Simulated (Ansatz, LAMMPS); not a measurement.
**Glassy 75SiO2-6MgO-12SrO-6Li2O (mol %) (135 atoms) in motion**

Aim: follow glassy 75SiO2-6MgO-12SrO-6Li2O (mol %) (135 atoms) for a short time with forces from DFT, then look at structure and electrons in the last frame.

Calculated with Ansatz 0.2.0; Kohn-Sham DFT, PBEsol, PAW (set soft_2), plane waves.

## 1. Set-up

The cell holds 135 atoms: 36 Si, 3 Mg, 6 Sr, 6 Li and 84 O. Cell: a = 12.212 Å, b = 12.212 Å, c = 12.212 Å, α = 90.0°, β = 90.0°, γ = 90.0°. 135 atoms (36 Si, 3 Mg, 6 Sr, 6 Li, 84 O) placed at random at 2.58 g/cm³, melted at 4000 K for 10 ps at fixed volume with the Morse and Coulomb pair potential with partial charges (Pedone, Malavasi, Menziani, Cormack and Segre, J. Phys. Chem. B 110, 11780 (2006)). Quenched from 4000 K to 300 K at 50 K/ps and fixed volume, held 10 ps at zero pressure.

What the set-up can't give: The quench rate of 50 K/ps is many orders above laboratory rates, so the cell is likely richer in defects and strain than a real sample. The starting topology of bonds comes from the classical model, and needn't be the one that DFT or experiment would give. Sampling is at Γ alone, for a cell whose shortest periodic width is 12 Å.

## 2. Single point at the start

A single point comes first, to see the forces before anything moves.

input.yaml reads:

```yaml
crystal:
  lattice:
    - [12.21205, 0.0, 0.0]
    - [0.0, 12.21205, 0.0]
    - [0.0, 0.0, 12.21205]
  atoms:
    - { symbol: Si, position: [0.35446, 0.52592, 0.73302] }
    - { symbol: Si, position: [0.60801, 0.27835, 0.09948] }
    - { symbol: Si, position: [0.31073, 0.76509, 0.81055] }
    - { symbol: Si, position: [0.01104, 0.75862, 0.25191] }
    [... 125 atom lines left out ...]
    - { symbol: O, position: [0.6939, 0.91132, 0.93564] }
    - { symbol: O, position: [0.96103, 0.64454, 0.2545] }
    - { symbol: O, position: [0.04206, 0.07989, 0.9119] }
    - { symbol: O, position: [0.62309, 0.43695, 0.53719] }
    - { symbol: O, position: [0.64789, 0.40182, 0.1215] }
    - { symbol: O, position: [0.31185, 0.55555, 0.61574] }
kpoints:
  mp_grid: { grid: [1, 1, 1] }
hamiltonian:
  xc: pbesol
scf:
  occupations: { method: fixed }
output:
  forces: true
  stress: true
```

Run with:

```sh
> ansatz run input.yaml --threads 4 --pin off --max-ram 8192MiB --backend cpu --events-out ev --progress --plain --runs-dir out
```

It took 31 s on 4 threads of Arm Neoverse V1, shared host; peak memory 2.6 GiB; 2 min of CPU time.

Read from the output:

```yaml
free_energy: -97537.3440 eV
free_energy_per_atom: -722.4988 eV/atom
scf_cycles: 10
pressure: 1.508 GPa
r_m_s_force_component: 1.41 eV/Å
longest_force: 5.602 eV/Å
fermi_energy: 4.363 eV
```

The r.m.s. force component of 1.4 eV/Å and the pressure of 1.5 GPa set the starting point.

Neighbours are counted within 2.12 Å (O-Si), 2.58 Å (O-Li), 3.12 Å (O-Sr), 2.42 Å (O-Mg).

Length of the force by element and coordination:

| element | coordination | atoms | mean length of the force (eV/Å) | spread | least | most |
| --- | --- | --- | --- | --- | --- | --- |
| Li | all | 6 | 0.703 | 0.267 | 0.446 | 1.22 |
| Li | 3 | 3 | 0.614 | 0.180 | 0.446 | 0.864 |
| Li | 4 | 3 | 0.792 | 0.306 | 0.500 | 1.22 |
| Mg | all | 3 | 1.44 | 0.267 | 1.15 | 1.80 |
| O | all | 84 | 1.98 | 1.20 | 0.412 | 5.28 |
| O | 2 | 46 | 1.63 | 1.04 | 0.412 | 4.94 |
| O | 3 | 35 | 2.46 | 1.27 | 0.717 | 5.28 |
| O | 4 | 3 | 1.61 | 0.299 | 1.32 | 2.02 |
| Si | all | 36 | 2.82 | 1.25 | 0.957 | 5.60 |
| Sr | all | 6 | 0.880 | 0.203 | 0.648 | 1.23 |
| Sr | 3 | 1 | 0.760 | 0 | 0.760 | 0.760 |
| Sr | 5 | 2 | 0.743 | 0.0949 | 0.648 | 0.838 |
| Sr | 6 | 2 | 1.15 | 0.0882 | 1.06 | 1.23 |
| Sr | 7 | 1 | 0.743 | 0 | 0.743 | 0.743 |

## 3. Dynamics started at 400 K

A Nosé–Hoover thermostat steers the temperature while disturbing the dynamics little. The time step is 1.0 fs.

input.yaml, as its differences from that of step 2:

```diff
@@ -16 +16,8 @@
   stress: true
+md:
+  timestep: 1.0
+  n_steps: 136
+  ensemble: nvt_nose_hoover
+  temperature: 400
+  initial_velocities: maxwell_boltzmann
+  seed: 7408
```

Wall time 39 min (4 threads); peak memory 2.8 GiB.

The program notes that the SCF threshold is loose for the stress and it switched symmetry off.

The trajectory, sampled:

| time (fs) | T (K) | potential (meV/atom) | conserved (meV/atom) |
| --- | --- | --- | --- |
| 0.0 | 400 | 0.0 | 0.00 |
| 9.0 | 582 | -23.6 | -0.16 |
| 18.0 | 499 | -13.4 | -0.07 |
| 27.0 | 500 | -14.3 | -0.13 |
| 36.0 | 493 | -14.3 | -0.10 |
| 45.0 | 516 | -18.6 | -0.08 |
| 54.0 | 566 | -26.6 | -0.13 |
| 63.0 | 479 | -17.2 | -0.10 |
| 73.0 | 493 | -20.9 | -0.15 |
| 82.0 | 504 | -23.7 | -0.10 |
| 91.0 | 537 | -29.6 | -0.15 |
| 100.0 | 442 | -18.5 | -0.10 |
| 109.0 | 500 | -27.2 | -0.13 |
| 118.0 | 525 | -31.4 | -0.12 |
| 127.0 | 540 | -34.8 | -0.16 |
| 136.0 | 490 | -29.7 | -0.12 |

Mean square displacement from the first frame to the last: Si 0.049 Å², Mg 0.17 Å², Sr 0.11 Å², Li 0.39 Å², O 0.13 Å².

Table of mean square displacement by time lag:

| time lag (fs) | Li (Å²) | Mg (Å²) | O (Å²) | Si (Å²) | Sr (Å²) |
| --- | --- | --- | --- | --- | --- |
| 1.0 | 1.8e-4 | 5.0e-5 | 7.8e-5 | 4.8e-5 | 1.1e-5 |
| 6.0 | 0.00645 | 0.00179 | 0.00270 | 0.00167 | 4.1e-4 |
| 9.0 | 0.0144 | 0.00398 | 0.00578 | 0.00356 | 9.2e-4 |
| 14.0 | 0.0337 | 0.00932 | 0.0124 | 0.00746 | 0.00219 |
| 20.0 | 0.0648 | 0.0179 | 0.0212 | 0.0120 | 0.00438 |
| 26.0 | 0.101 | 0.0280 | 0.0296 | 0.0154 | 0.00723 |
| 28.0 | 0.114 | 0.0316 | 0.0323 | 0.0162 | 0.00832 |
| 34.0 | 0.151 | 0.0423 | 0.0403 | 0.0182 | 0.0119 |
| 40.0 | 0.187 | 0.0528 | 0.0483 | 0.0199 | 0.0160 |
| 42.0 | 0.198 | 0.0561 | 0.0508 | 0.0205 | 0.0175 |
| 48.0 | 0.230 | 0.0654 | 0.0577 | 0.0225 | 0.0222 |
| 54.0 | 0.258 | 0.0733 | 0.0632 | 0.0249 | 0.0273 |
| 59.0 | 0.277 | 0.0785 | 0.0671 | 0.0271 | 0.0318 |
| 62.0 | 0.287 | 0.0811 | 0.0695 | 0.0286 | 0.0347 |
| 68.0 | 0.302 | 0.0851 | 0.0748 | 0.0315 | 0.0406 |

Over the second half of 136 fs the temperature averages 503 K with swings of 32 K r.m.s. The conserved energy stays within 0.17 meV/atom. From first frame to last Li has the largest mean square displacement, 0.39 Å² at the end; the farthest move is 0.98 Å. The mean temperature of 503 K lies well off the 400 K of the input, so the thermostat hasn't yet brought the run to equilibrium. The run spans 0.14 ps, too short for its means to be equilibrium values.

## 4. Distances and neighbours late in the run

The g(r) is a mean over the second half; what follows it is taken at the last frame.

Bonds before and after, by the cutoffs listed below:

| pair | bonds before | bonds after | mean before (Å) | mean after (Å) | spread before (Å) | spread after (Å) |
| --- | --- | --- | --- | --- | --- | --- |
| O-Si | 144 | 144 | 1.619 | 1.635 | 0.052 | 0.051 |
| O-Sr | 32 | 36 | 2.688 | 2.638 | 0.172 | 0.212 |
| O-Mg | 12 | 11 | 2.078 | 2.048 | 0.104 | 0.094 |

Density 2.73 g/cm³, 13.49 Å³ an atom.

Mean of 15 frames. Pair distribution functions g(r), in bins of 0.2 Å:

| r (Å) | total | O-O | O-Si | O-Li | O-Sr | O-Mg | Si-Si |
| --- | --- | --- | --- | --- | --- | --- | --- |
| 1.50 | 1.01 | 0.00 | 3.04 | 0.00 | 0.00 | 0.00 | 0.00 |
| 1.70 | 3.29 | 0.00 | 9.77 | 0.80 | 0.00 | 0.18 | 0.00 |
| 1.90 | 0.23 | 0.00 | 0.02 | 2.24 | 0.00 | 3.49 | 0.00 |
| 2.10 | 0.23 | 0.00 | 0.00 | 2.23 | 0.00 | 3.90 | 0.00 |
| 2.30 | 0.17 | 0.02 | 0.00 | 1.44 | 1.26 | 0.40 | 0.00 |
| 2.50 | 0.94 | 1.89 | 0.00 | 0.83 | 2.67 | 0.35 | 0.00 |
| 2.70 | 1.73 | 3.88 | 0.04 | 0.97 | 1.79 | 0.45 | 0.01 |
| 2.90 | 0.81 | 1.25 | 0.08 | 0.65 | 1.55 | 0.28 | 1.23 |
| 3.10 | 0.86 | 0.67 | 0.26 | 0.80 | 0.29 | 0.55 | 4.23 |
| 3.30 | 0.84 | 0.71 | 0.69 | 0.87 | 0.68 | 0.48 | 1.48 |
| 3.50 | 0.87 | 0.75 | 1.15 | 0.77 | 0.71 | 1.01 | 0.00 |
| 3.70 | 1.03 | 0.66 | 1.47 | 1.40 | 0.73 | 1.37 | 0.33 |
| 3.90 | 1.09 | 0.66 | 1.64 | 1.09 | 1.00 | 1.40 | 0.63 |
| 4.10 | 1.21 | 0.77 | 1.88 | 1.24 | 1.17 | 1.09 | 0.91 |
| 4.30 | 1.12 | 0.71 | 1.64 | 1.15 | 0.85 | 1.30 | 1.00 |
| 4.50 | 0.93 | 0.92 | 0.82 | 1.27 | 0.86 | 1.82 | 0.89 |
| 4.70 | 0.99 | 1.25 | 0.62 | 0.83 | 1.53 | 1.05 | 1.27 |
| 4.90 | 1.08 | 1.46 | 0.69 | 0.87 | 1.52 | 0.85 | 1.15 |
| 5.10 | 1.12 | 1.46 | 0.77 | 0.75 | 1.29 | 0.51 | 1.42 |
| 5.30 | 1.00 | 1.25 | 0.71 | 0.93 | 0.95 | 0.53 | 1.19 |
| 5.50 | 0.91 | 0.95 | 0.92 | 1.14 | 0.86 | 0.89 | 0.74 |
| 5.70 | 0.92 | 0.85 | 0.92 | 1.08 | 0.94 | 1.06 | 1.22 |
| 5.90 | 0.94 | 0.80 | 1.07 | 0.87 | 0.82 | 1.31 | 0.83 |

Bonds by pair of elements; cutoffs follow the first minimum of g(r), held within bounds set by covalent radii, and pairs that aren't listed don't count as bonded:

| pair A-B | cutoff (Å) | bonds | mean length (Å) | spread (Å) | shortest (Å) | B about A | A about B |
| --- | --- | --- | --- | --- | --- | --- | --- |
| O-Si | 2.12 | 144 | 1.64 | 0.051 | 1.50 | 1.71 | 4 |
| O-Li | 2.52 | 22 | 2.13 | 0.228 | 1.79 | 0.262 | 3.67 |
| O-Sr | 3.05 | 36 | 2.64 | 0.212 | 2.23 | 0.429 | 6 |
| O-Mg | 2.42 | 11 | 2.05 | 0.094 | 1.92 | 0.131 | 3.67 |

The cutoff for O-Li falls short of the minimum of g(r), so counts run low and odd coordinations can be artefacts.

How many atoms have how many bonded neighbours:

| element | mean | 2 | 3 | 4 | 5 | 6 | 7 |
| --- | --- | --- | --- | --- | --- | --- | --- |
| Li | 3.67 | 0 | 3 | 2 | 1 | 0 | 0 |
| Mg | 3.67 | 0 | 1 | 2 | 0 | 0 | 0 |
| O | 2.54 | 45 | 33 | 6 | 0 | 0 | 0 |
| Si | 4 | 0 | 0 | 36 | 0 | 0 | 0 |
| Sr | 6 | 0 | 0 | 0 | 2 | 2 | 2 |

Bond angles, per cent of each kind in bins of 5°:

| angle (°) | O-Si-O | O-Sr-O | Si-O-Si | Si-O-Sr | O-Li-O |
| --- | --- | --- | --- | --- | --- |
| 50–55 | 0.0 | 6.5 | 0.0 | 0.0 | 0.0 |
| 55–60 | 0.0 | 5.4 | 0.0 | 0.0 | 0.0 |
| 60–65 | 0.0 | 1.1 | 0.0 | 0.0 | 0.0 |
| 65–70 | 0.0 | 5.4 | 0.0 | 0.0 | 6.5 |
| 70–75 | 0.0 | 5.4 | 0.0 | 0.0 | 0.0 |
| 75–80 | 0.0 | 6.5 | 0.0 | 2.0 | 9.7 |
| 80–85 | 0.0 | 6.5 | 0.0 | 4.0 | 9.7 |
| 85–90 | 0.0 | 8.7 | 0.0 | 4.0 | 6.5 |
| 90–95 | 1.8 | 3.3 | 0.0 | 8.0 | 9.7 |
| 95–100 | 5.1 | 4.3 | 0.0 | 12.0 | 6.5 |
| 100–105 | 19.0 | 4.3 | 0.0 | 10.0 | 3.2 |
| 105–110 | 27.8 | 6.5 | 0.0 | 6.0 | 6.5 |
| 110–115 | 27.3 | 6.5 | 1.7 | 6.0 | 3.2 |
| 115–120 | 13.4 | 2.2 | 1.7 | 4.0 | 9.7 |
| 120–125 | 4.2 | 1.1 | 1.7 | 8.0 | 6.5 |
| 125–130 | 0.9 | 4.3 | 8.3 | 8.0 | 9.7 |
| 130–135 | 0.5 | 7.6 | 11.7 | 12.0 | 3.2 |
| 135–140 | 0.0 | 1.1 | 13.3 | 6.0 | 3.2 |
| 140–145 | 0.0 | 3.3 | 18.3 | 0.0 | 3.2 |
| 145–150 | 0.0 | 2.2 | 10.0 | 6.0 | 0.0 |
| 150–155 | 0.0 | 0.0 | 11.7 | 2.0 | 0.0 |
| 155–160 | 0.0 | 1.1 | 5.0 | 0.0 | 0.0 |
| 160–165 | 0.0 | 3.3 | 10.0 | 2.0 | 3.2 |
| 165–170 | 0.0 | 0.0 | 3.3 | 0.0 | 0.0 |
| 170–175 | 0.0 | 1.1 | 3.3 | 0.0 | 0.0 |
| 175–180 | 0.0 | 2.2 | 0.0 | 0.0 | 0.0 |

Bond angles (no mean is given where the spread exceeds 20°):

| angle | count | mean (°) | spread (°) |
| --- | --- | --- | --- |
| O-Si-O | 216 | 109 | 6.7 |
| O-Sr-O | 92 | - | - |
| Si-O-Si | 60 | 145 | 13 |
| Si-O-Sr | 50 | - | - |
| O-Li-O | 31 | - | - |

Oxygen atoms by the number of network formers (Si, P, Ge, B, Al, As, Ga) bound to them:

| network formers bound to O | O atoms | per cent |
| --- | --- | --- |
| 0 | 0 | 0 |
| 1 | 24 | 28.6 |
| 2 | 60 | 71.4 |

Network units: each former by its oxygen neighbours and how many of them bridge to another former:

| former | O neighbours | bridging O | atoms |
| --- | --- | --- | --- |
| Si | 4 | 2 | 2 |
| Si | 4 | 3 | 20 |
| Si | 4 | 4 | 14 |

Bond length by coordination (bonds to H left out):

| element | coordination | atoms | mean bond length (Å) |
| --- | --- | --- | --- |
| Li | 3 | 3 | 2.11 |
| Li | 4 | 2 | 2.13 |
| Li | 5 | 1 | 2.19 |
| Mg | 3 | 1 | 2.04 |
| Mg | 4 | 2 | 2.05 |
| O | 2 | 45 | 1.65 |
| O | 3 | 33 | 2.02 |
| O | 4 | 6 | 2.13 |
| Sr | 5 | 2 | 2.65 |
| Sr | 6 | 2 | 2.66 |
| Sr | 7 | 2 | 2.61 |

Rings of the network by King's shortest-path rule, up to 12 atoms, one path for each pair of neighbours; H, halogens, alkali and alkaline-earth atoms are left out, and the last column divides by all other atoms, bonded or not:

| ring size (atoms) | rings | per network atom |
| --- | --- | --- |
| 8 | 3 | 0.025 |
| 10 | 8 | 0.067 |
| 12 | 5 | 0.042 |

For some of the pairs, g(r) has its first main peak near 2.7 Å (O-O), 1.6 Å (O-Si), 2.0 Å (O-Li), 2.4 Å (O-Sr), 2.0 Å (O-Mg) and 3.1 Å (Si-Si). The O-Si-O angle averages 109° with a spread of 7°. 71 % of the oxygens bridge two formers (Si) and 29 % are non-bridging. The commonest Si unit has 4 oxygens, 3 of them shared with other formers (20 of 36 atoms). Rings of 10 atoms are the most common (50 % of those counted); sizes run from 8 to 12, where the search stops.

## 5. Single point at the last frame

The last frame is solved again with fuller output, to read the electronic structure of a thermally displaced geometry.

input.yaml reads:

```yaml
crystal:
  lattice:
    - [12.21205, 0.0, 0.0]
    - [0.0, 12.21205, 0.0]
    - [0.0, 0.0, 12.21205]
  atoms:
    - { symbol: Si, position: [0.35695, 0.52719, 0.73957] }
    - { symbol: Si, position: [0.60524, 0.28167, 0.09114] }
    - { symbol: Si, position: [0.31671, 0.76615, 0.79909] }
    - { symbol: Si, position: [4.0e-05, 0.76249, 0.25407] }
    [... 125 atom lines left out ...]
    - { symbol: O, position: [0.68848, 0.92555, 0.95254] }
    - { symbol: O, position: [0.94819, 0.63821, 0.26872] }
    - { symbol: O, position: [0.03442, 0.0516, 0.90017] }
    - { symbol: O, position: [0.64218, 0.42875, 0.51734] }
    - { symbol: O, position: [0.63908, 0.41176, 0.09287] }
    - { symbol: O, position: [0.30537, 0.57084, 0.62884] }
kpoints:
  mp_grid: { grid: [1, 1, 1] }
hamiltonian:
  xc: pbesol
scf:
  occupations: { method: fixed }
output:
  forces: true
  stress: true
  populations: true
  dos:
    method: { smearing: { sigma: 0.1 } }
    de: 0.1
    projected: { site_lists: { Li: [Li], Mg: [Mg], O: [O], Si: [Si], Sr: [Sr] } }
  eigenvalues: true
  write_density: true
  write_potential: true
  volumetric_format: npy
  elf: true
```

The job ended after 52 s (4 threads; peak memory 2.8 GiB; 3.3 min of CPU time).

Numbers from this run:

```yaml
free_energy: -97541.3522 eV
free_energy_per_atom: -722.5285 eV/atom
scf_cycles: 10
pressure: -1.004 GPa
r_m_s_force_component: 1.139 eV/Å
longest_force: 5.032 eV/Å
fermi_energy: 4.564 eV
spacing_of_highest_filled_and_lowest_empty_level: 2.773 eV
spilling_of_the_projection: 0.01318
```

Length of the force by element:

| element | coordination | atoms | mean length of the force (eV/Å) | spread | least | most |
| --- | --- | --- | --- | --- | --- | --- |
| Li | all | 6 | 0.639 | 0.324 | 0.280 | 1.17 |
| Mg | all | 3 | 0.766 | 0.132 | 0.609 | 0.930 |
| O | all | 84 | 1.65 | 0.883 | 0.0464 | 4.49 |
| Si | all | 36 | 2.26 | 1.06 | 0.476 | 5.03 |
| Sr | all | 6 | 0.666 | 0.162 | 0.462 | 0.919 |

Löwdin charges by element (they lack the spilled electrons, 0.074 e an atom on average):

| element | coordination | atoms | mean charge (e) | spread | least | most |
| --- | --- | --- | --- | --- | --- | --- |
| Li | all | 6 | 0.787 | 0.0081 | 0.776 | 0.799 |
| Mg | all | 3 | 1.64 | 0.0097 | 1.63 | 1.65 |
| O | all | 84 | -0.845 | 0.0901 | -1.04 | -0.746 |
| Si | all | 36 | 1.68 | 0.0518 | 1.50 | 1.76 |
| Sr | all | 6 | 1.81 | 0.0133 | 1.78 | 1.82 |

States in the cell by windows of 1 eV, zero at the Fermi level; the larger projections on atomic orbitals stand beside the total:

| from (eV) | to (eV) | total | O p | Si p |
| --- | --- | --- | --- | --- |
| -14 | -12 | 0.0 | 0.0 | 0.0 |
| -12 | -11 | 2.2 | 1.5 | 0.1 |
| -11 | -10 | 14.5 | 9.6 | 0.8 |
| -10 | -9 | 17.8 | 12.1 | 1.5 |
| -9 | -8 | 25.8 | 18.4 | 3.4 |
| -8 | -7 | 38.4 | 29.2 | 7.2 |
| -7 | -6 | 23.9 | 18.5 | 4.2 |
| -6 | -5 | 57.6 | 46.8 | 5.7 |
| -5 | -4 | 82.6 | 72.0 | 5.0 |
| -4 | -3 | 91.9 | 84.4 | 3.0 |
| -3 | -2 | 85.3 | 80.4 | 1.8 |
| -2 | -1 | 55.6 | 52.8 | 1.1 |
| -1 | 0 | 7.8 | 7.3 | 0.3 |
| 0 | 1 | 0.6 | 0.6 | 0.0 |
| 1 | 2 | 0.0 | 0.0 | 0.0 |
| 2 | 3 | 2.0 | 0.1 | 0.1 |
| 3 | 4 | 3.3 | 0.3 | 0.3 |
| 4 | 5 | 21.3 | 2.1 | 3.8 |

With fixed occupations the program's Fermi level is the highest filled level; weight inside the gap is the broadening of levels at its edges.

Between -26 and -14 eV lie 204 more states.

The stored curve holds about 708 of the 756 electrons; the rest, give or take the few that broadening carries across the Fermi level, lie in deeper levels below its range.

The levels nearest the highest filled one (over half full), pooled over k-points and spins:

| level less the highest filled one (eV) | occupation |
| --- | --- |
| -1.06 | 2 |
| -1.02 | 2 |
| -0.892 | 2 |
| -0.580 | 2 |
| -0.310 | 2 |
| 0 | 2 |
| 2.77 | 0 |
| 3.75 | 0 |
| 4.01 | 0 |
| 4.22 | 0 |
| 4.24 | 0 |
| 4.37 | 0 |

Mean Löwdin charges: Li +0.79, Mg +1.64, O -0.85, Si +1.68, Sr +1.81 e (they miss 1.3 % of the electrons, so they add up to more than the cell's charge).

## 6. Outcome

```
mean temperature, second half                                : 502.5 K
temperature swing, second half                               : 31.7 K
mean pressure, second half                                   : -1.609 GPa
slope of the conserved energy against time, by least squares : -0.2762 meV/atom/ps
free energy per atom                                         : -722.5285 eV/atom
pressure                                                     : -1.004 GPa
r.m.s. force component                                       : 1.139 eV/Å
gap (highest filled to lowest empty level)             : 2.773 eV
wall time of the 3 DFT runs                                  : 40 min
```

**Reading.** Over the second half of 136 fs the temperature averages 503 K with swings of 32 K r.m.s. The conserved energy stays within 0.17 meV/atom. The mean temperature of 503 K lies well off the 400 K of the input, so the thermostat hasn't yet brought the run to equilibrium. The run spans 0.14 ps, too short for its means to be equilibrium values. 71 % of the oxygens bridge two formers (Si) and 29 % are non-bridging. Between filled and empty levels lie 2.77 eV (at Γ alone); a semilocal functional tends to put such gaps too low. In a disordered cell it changes from sample to sample, and tail or defect levels can set it.

Caveats: The pressure of a single frame lacks the kinetic term, about 0.51 GPa here.

[Logs are printed without paths, hosts, clocks, repeated set-up lines and the standing remarks that a program may print on its own settings, such as how far it seeks lower states.]

[Hosts, paths, dates, database ids (printed as entryN), source tags and the programs' standing remarks are cut or masked in the printed files.]
